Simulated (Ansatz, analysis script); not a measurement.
Entries from a set of simulations; values are calculated unless marked as measured.

```xyz
1
Lattice="3.288 0.000 0.000 0.000 3.288 0.000 0.000 0.000 14.000" Properties=species:S:1:pos:R:3 subject="Free-standing square Rh monolayer, spacing 3.288 Å: spin spirals and exchange" method="PBE, PAW set soft_1; spin spirals by the generalised Bloch theorem, no spin–orbit coupling (and 2 further levels or steps)" program="Ansatz 0.2.0 and analysis script 1" settings_of_one_run="cutoff 420 eV, 16×16×1 k-mesh, Fermi-Dirac occupations, smearing width 0.1 eV, cone angle 90 °, wavevectors 7, starting moments 1.66 μB" notes="The fit misses by 0.60 % of the energy range, so the shells describe the path well, though few points can’t fix distant couplings. In a sheet or chain isotropic couplings alone give no order above 0 K (Mermin and Wagner), so the mean-field number is only an energy scale. The cell was taken as built, with atoms unrelaxed. In doubt: the program’s search for lower states was switched off, so a lower magnetic state than those reached may exist." lowest_point_of_the_path="q = 0" highest_point="110 meV a magnetic atom" j_of_the_nearest_shell="13.7 meV" mean_field_temperature="413 K"
Rh    0.000    0.000    7.000
```

[Logs and program files are shortened in this print: banners, set-up blocks, solver, clock and traceback lines can be left out without a mark of their own.]

[Logs are printed without paths, hosts, clocks, repeated set-up lines and the standing remarks that a program may print on its own settings, such as how far it seeks lower states.]

[Hosts, paths, dates, database ids (printed as entryN), source tags and the programs' standing remarks are cut or masked in the printed files.]
